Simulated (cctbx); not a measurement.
**Accept or mend?**

Cell a = 9.7910 Å, b = 9.7910 Å, c = 5.9550 Å, α = 90.00°, β = 90.00°, γ = 120.00°; space group P6_3mc (no. 186). The compound is Ho7Ir3.

Simulated single-crystal data (cctbx): Mo Kα, λ = 0.71073 Å, to d = 0.7 Å, 80 % of the full sphere, strongest reflection 70000 counts, noise from counting, a 4 % proportional error and a noise floor of 4 counts (s.d.); no absorption, and some extinction, which the refinements don't model.

An anisotropic refinement with weights 1/σ² prints:

```text
Rint 0.032, 581 unique reflections to 0.70 A
cycle     R1     wR2    GooF  max shift (A)
   1  0.0362  0.1043   5.490   0.00181
   2  0.0186  0.0531   2.798   0.00000
final R1 0.0186 wR2 0.0531 GooF 2.798  parameters 21  data/parameter 27.7
atom        x        y        z      Ueq    occ   su(xyz)  su(Uiso or U11)
Ir1    0.19088  0.38176  0.68538   0.0190  1.000  0.00008  0.0002
Ho1    0.46061  0.92122  0.94048   0.0147  1.000  0.00009  0.0002
Ho2    0.87201  0.74402  0.74563   0.0163  1.000  0.00009  0.0002
Ho3    0.66667  0.33333  0.98131   0.0122  1.000  0.00013  0.0002
difference map: max 0.59 min -1.63 rms 0.27
Q1    0.0134  0.2723  0.4096   12    0.62  1.55 A from Ho2
Q2    0.1378  0.4951  0.7538   12    0.59  1.42 A from Ho1
Q3    0.1439  0.5019  0.0999   12    0.58  1.29 A from Ho1
Q4    0.0836  0.1672  0.5579    6    0.57  1.97 A from Ir1
Q5    0.0749  0.3943  0.1206   12    0.53  1.77 A from Ho1
Q6    0.2101  0.5486  0.0245   12    0.49  1.34 A from Ho1
```

Q: Accept it or mend it, and why?

Mend it. The fault: anomalous dispersion left out. Against the right model at the same level, R1 goes from 0.0099 to 0.0186 and GooF from 1.10 to 2.80. No atom is wrong: without f′ and f″ the atoms near an edge get the wrong scattering power, which U and the scale absorb. The signs are weak, and the output alone doesn't single this fault out.

The compound is Ho7Ir3. The right model at the same level gives:

```text
Rint 0.032, 581 unique reflections to 0.70 A
cycle     R1     wR2    GooF  max shift (A)
   1  0.0324  0.0911   4.794   0.00222
   2  0.0099  0.0209   1.100   0.00000
final R1 0.0099 wR2 0.0209 GooF 1.100  parameters 21  data/parameter 27.7
atom        x        y        z      Ueq    occ   su(xyz)  su(Uiso or U11)
Ir1    0.19089  0.38177  0.68546   0.0183  1.000  0.00003  0.0001
Ho1    0.46060  0.92120  0.94043   0.0149  1.000  0.00004  0.0001
Ho2    0.87201  0.74402  0.74560   0.0164  1.000  0.00004  0.0001
Ho3    0.66667  0.33333  0.98129   0.0123  1.000  0.00005  0.0001
Flack x: 0.011(8)
Hooft y: 0.006(9)  Bijvoet pairs: 264
difference map: max 0.63 min -1.61 rms 0.27
Q1    0.0141  0.2703  0.4147   12    0.64  1.56 A from Ho2
Q2    0.0840  0.1680  0.5481    6    0.62  1.95 A from Ho2
Q3    0.1400  0.5003  0.7556   12    0.54  1.39 A from Ho1
Q4    0.2039  0.5438  0.0247   12    0.52  1.30 A from Ho1
Q5    0.1506  0.5085  0.0917   12    0.51  1.27 A from Ho1
Q6    0.0975  0.4354  0.7974   12    0.51  1.41 A from Ho1
```

Isotropic U is held between 0.0001 and 1 Å² by the program, and listed peak heights are interpolated, so they can pass the grid's maximum.

This is a model crystal, built by substitution and not relaxed, with assumed displacement parameters.

[Middle refinement cycles are left out of these outputs.]

[Logs are printed without paths, hosts, clocks, repeated set-up lines and the standing remarks that a program may print on its own settings, such as how far it seeks lower states.]
